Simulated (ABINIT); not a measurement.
# A GW chain in ABINIT: Cl (Cmce), part 3 of 3

Aim: the G0W0 gap of Cl (Cmce) on PBE, step by step.

ABINIT 10.8.3; PBE and many-body steps on it, plane waves. Known limits of the many-body steps: not at the basis limit; coarse k mesh.

So far. Step 4 (Empty states on the mesh, 4×4×2 mesh, 183 bands): On this mesh the gap is 2.469 eV. Step 5 (Screening, 4×4×2 mesh, 175 bands, screening to 119.7 eV): Local fields lower ε∞ by 19 %. On a Γ-centred mesh this coarse the value itself is usually too large, while a short band sum pulls it down.

## 6. Self-energy, 4×4×2 mesh, 175 bands, screening to 119.7 eV

The self-energy is evaluated for the states that the input lists, and the levels follow from it, in one-shot runs by the linearised quasiparticle equation.

This step: G0W0 on PBE, plane waves, norm-conserving pseudopotentials.

Contents of run.abi:

```
acell 3*1.0 Angstrom
rprim 
  3.145000000000 -2.250000000000 0.000000000000
  3.145000000000 2.250000000000 0.000000000000
  0.000000000000 0.000000000000 8.210000000000
ntypat 1
znucl 17
natom 4
typat 1 1 1 1
xred 
  0.870000000000 0.130000000000 0.100000000000
  0.630000000000 0.370000000000 0.600000000000
  0.130000000000 0.870000000000 0.900000000000
  0.370000000000 0.630000000000 0.400000000000
pp_dirpath "pseudos"
pseudos "Cl.upf"
ecut 25
ngkpt 4 4 2
nshiftk 1
shiftk 0 0 0
kptopt 1
chksymbreak 0
istwfk *1
occopt 1
irdwfk 1
optdriver 4
nband 175
gwcalctyp 0
ecutsigx 25
symsigma 1
nkptgw 2
kptgw 
  0.5000000000 0.5000000000 0.0000000000
  0.0000000000 0.0000000000 0.0000000000
bdgw 
  13 16
  13 16
ecuteps 4.4
irdscr 1
ppmodel 1
indata_prefix "in"
outdata_prefix "out"
tmpdata_prefix "tmp"
```

The run is started by

```console
$ OMP_NUM_THREADS=1 mpirun -n 4 abinit run.abi > log
```

Numbers of over 12 decimals in the logs are rounded to 6 here.

Log:

```text
.Version 10.8.3 of ABINIT. v10.8.2 released Aug 2026.

 Symmetries : space group Cm c a (# 64); Bravais oC (1-face-center ortho.)
[... echo of the input left out ...]
== DATASET  1 ==================================================================
-   mpi_nproc: 4, omp_nthreads: 1 (-1 if OMP is not activated)

--- !DatasetInfo
iteration_state: {dtset: 1, }
dimensions: {natom: 4, nkpt: 14, mband: 175, nsppol: 1, nspinor: 1, nspden: 1, mpw: 4726, }
cutoff_energies: {ecut:  25.0, pawecutdg:  -1.0, }
electrons: {nelect:   2.80000000E+01, charge:   0.00000000E+00, occopt:   1.00000000E+00, tsmear:   1.00000000E-02, }

 SIGMA: Calculation of the GW corrections

 Based on a program developped by R.W. Godby, V. Olevano, G. Onida, and L. Reining.
 Incorporated in ABINIT by V. Olevano, G.-M. Rignanese, and M. Torrent.
.Using double precision arithmetic ; gwpc =  8

[... cell and pseudopotentials left out ...]
--------------------------------------------------------------------------------

 ==== K-mesh for the wavefunctions ====
 Number of points in the irreducible wedge :    14
[... list of points left out ...]
 Together with  8 symmetry operations and time-reversal symmetry
 yields    32 points in the full Brillouin Zone.

 ==== Q-mesh for screening function ====
 Number of points in the irreducible wedge :    14
[... list of points left out ...]
 Together with  8 symmetry operations and time-reversal symmetry
 yields    32 points in the full Brillouin Zone.

 vcoul_init : cutoff-mode = AUXILIARY_FUNCTION
 q-points for optical limit:   1
     1)      0.000010    0.000020    0.000030
 setmesh: FFT mesh size selected  =    36x   36x   72
          total number of points  =        93312

 Number of electrons calculated from density =   28.0000; Expected =   28.0000
 average of density, n =  0.035710
 r_s =    1.8838
 omega_plasma =   18.2284 [eV]

 === KS Band Gaps ===
  >>>> For spin  1
   Minimum direct gap =   2.5251 [eV], located at k-point      :   0.0000  0.0000  0.0000
   Fundamental gap    =   2.4691 [eV], Top of valence bands at :   0.5000  0.5000  0.0000
                                       Bottom of conduction at :   0.0000  0.0000  0.0000
 SIGMA fundamental parameters:
 PLASMON POLE MODEL  1
 number of plane-waves for SigmaX                 4675
 number of plane-waves for SigmaC and W            335
 number of plane-waves for wavefunctions          4675
 number of bands                                   175
 number of independent spin polarizations            1
 number of spinorial components                      1
 number of k-points in IBZ                          14
 number of q-points in IBZ                          14
 number of symmetry operations                       8
 number of k-points in BZ                           32
 number of q-points in BZ                           32
 number of frequencies for dSigma/dE                 9
 frequency step for dSigma/dE [eV]                0.25
 number of omega for Sigma on real axis              0
 max omega for Sigma on real axis  [eV]           0.00
 zcut for avoiding poles [eV]                     0.10

 EPSILON^-1 parameters (SCR file):
 dimension of the eps^-1 matrix on file            335
 dimension of the eps^-1 matrix used               335
 number of plane-waves for wavefunctions          4675
 number of bands                                   175
 number of q-points in IBZ                          14
 number of frequencies                               2
 number of real frequencies                          1
 number of imag frequencies                          1

 matrix elements of self-energy operator (all in [eV])

 Perturbative Calculation

--- !SelfEnergy_ee
iteration_state: {dtset: 1, }
kpoint     : [   0.500,    0.500,    0.000, ]
spin       : 1
KS_gap     :    2.546
QP_gap     :    5.730
Delta_QP_KS:    3.184
data: !SigmaeeData |
     Band     E0 <VxcDFT>   SigX SigC(E0)      Z dSigC/dE  Sig(E)    E-E0       E
       13  -1.186 -14.321 -18.741   2.496   0.788  -0.269 -15.837  -1.516  -2.703
       14  -0.824 -14.674 -19.122   2.482   0.792  -0.263 -16.231  -1.557  -2.381
       15   1.722 -14.106  -8.998  -3.056   0.793  -0.261 -12.479   1.627   3.350
       16   1.912 -14.243  -9.064  -3.076   0.791  -0.264 -12.579   1.664   3.576

--- !SelfEnergy_ee
iteration_state: {dtset: 1, }
kpoint     : [   0.000,    0.000,    0.000, ]
spin       : 1
KS_gap     :    2.525
QP_gap     :    5.647
Delta_QP_KS:    3.121
data: !SigmaeeData |
     Band     E0 <VxcDFT>   SigX SigC(E0)      Z dSigC/dE  Sig(E)    E-E0       E
       13  -0.970 -14.511 -19.022   2.512   0.791  -0.264 -16.093  -1.582  -2.552
       14  -0.880 -14.708 -19.184   2.514   0.791  -0.265 -16.260  -1.552  -2.432
       15   1.645 -13.980  -8.981  -3.024   0.795  -0.258 -12.410   1.570   3.215
       16   2.208 -14.626  -9.222  -3.210   0.787  -0.270 -12.899   1.728   3.935

== END DATASET(S) ==============================================================
================================================================================

 -outvars: echo values of variables after computation  --------
           etotal      0.0000000000E+00
            nband         175
             nkpt          14
          spgroup          64
 [... the other variables as echoed above ...]

 Calculation completed.
```

Wall time 29 s (4 MPI ranks of Arm Neoverse V1, shared host); peak memory 1.9 GiB.

This step gave:

- G0W0 gap on the points computed: 5.596 eV
- starting gap on the mesh: 2.469 eV
- k of the valence top: 0.5, 0.5, 0
- k of the conduction bottom: 0, 0, 0
- Z at the valence top: 0.792
- Z at the conduction bottom: 0.795
- least direct G0W0 gap on the computed points: 5.647 eV

The gap on the mesh goes from 2.47 eV to 5.60 eV, a correction of +3.13 eV.

Limits: finite bands, cutoff and mesh; coarse k mesh. v1 is the top filled band, c1 the lowest empty one. Levels before and after the correction, in eV, zero at the valence-band top of each column:

|  | conduction bottom | valence top |
| --- | --- | --- |
| Kohn-Sham | 2.47 | 0.00 |
| G0W0 | 5.60 | 0.00 |

|  | level | energy (eV) |
| --- | --- | --- |
| Kohn-Sham | (0.5 0.5 0) v2 | -0.362 |
| Kohn-Sham | (0.5 0.5 0) v1 | 0.000 |
| Kohn-Sham | (0.5 0.5 0) c1 | 2.546 |
| Kohn-Sham | (0.5 0.5 0) c2 | 2.736 |
| Kohn-Sham | Γ v2 | -0.146 |
| Kohn-Sham | Γ v1 | -0.056 |
| Kohn-Sham | Γ c1 | 2.469 |
| Kohn-Sham | Γ c2 | 3.031 |
| G0W0 | (0.5 0.5 0) v2 | -0.322 |
| G0W0 | (0.5 0.5 0) v1 | 0.000 |
| G0W0 | (0.5 0.5 0) c1 | 5.731 |
| G0W0 | (0.5 0.5 0) c2 | 5.957 |
| G0W0 | Γ v2 | -0.171 |
| G0W0 | Γ v1 | -0.051 |
| G0W0 | Γ c1 | 5.596 |
| G0W0 | Γ c2 | 6.316 |

## 7. Where the time went

Times are wall times on 4 MPI ranks of Arm Neoverse V1, shared host, good to a factor of about two.

```csv
step,time,share,memory (GiB)
ground state,32 s,6 %,0.36
bands along the symmetry lines,37 s,7 %,0.39
empty states on the mesh,4.4 min,52 %,4.9
screening,2.5 min,29 %,1.9
self-energy,29 s,6 %,1.9
```

## 8. Summary of results

* PBE gap: 2.46 eV, indirect
* G0W0 gap on the mesh: 5.60 eV
* GW settings: 4×4×2 mesh, 175 bands, screening to 119.7 eV, Godby-Needs plasmon pole
* known limits: not at the basis limit; coarse k mesh

What this shows: G0W0 moves the gap on the mesh from 2.47 eV to 5.60 eV (+3.13 eV), with Z of 0.79 and 0.80 at the edges. Local fields lower the RPA ε∞ on this mesh from 3.46 to 2.82; a Γ-centred mesh this coarse tends to raise both, most where the direct gap is narrow, while a short band sum lowers them. Only 2 of the mesh's irreducible points were corrected, so a valley elsewhere could overtake. The dearest step here is «empty states on the mesh». Bands and cutoff are finite, so the gap is not at the basis limit. The miss can reach some tenths of an eV and take either sign; the mesh is an error of its own. In the G0W0 run levels were corrected at 2 k points alone, so a gap called «on the mesh» is the least over those, and an edge elsewhere would be missed. The 4×4×2 mesh is coarse for this cell, which bears on the long-range parts of exchange and screening.

[Paths, hosts, dates, memory and timing lines, banners, echoed tables and standing remarks are left out of the program output.]

[Logs are printed without paths, hosts, clocks, repeated set-up lines and the standing remarks that a program may print on its own settings, such as how far it seeks lower states.]

[Runs of the session that timed out or met a known fault of the program may be left out.]

[Hosts, paths, dates, database ids (printed as entryN), source tags and the programs' standing remarks are cut or masked in the printed files.]

[G0W0 gaps are taken among the corrected bands and points alone; a level outside them can change the order at an edge.]

[Where Ansatz stands beside ABINIT at settings called matched, ABINIT's density can come from a denser mesh and the files from another edition; pairs whose starting gaps differed by over 0.03 eV were left out, so agreement reads better than it is.]
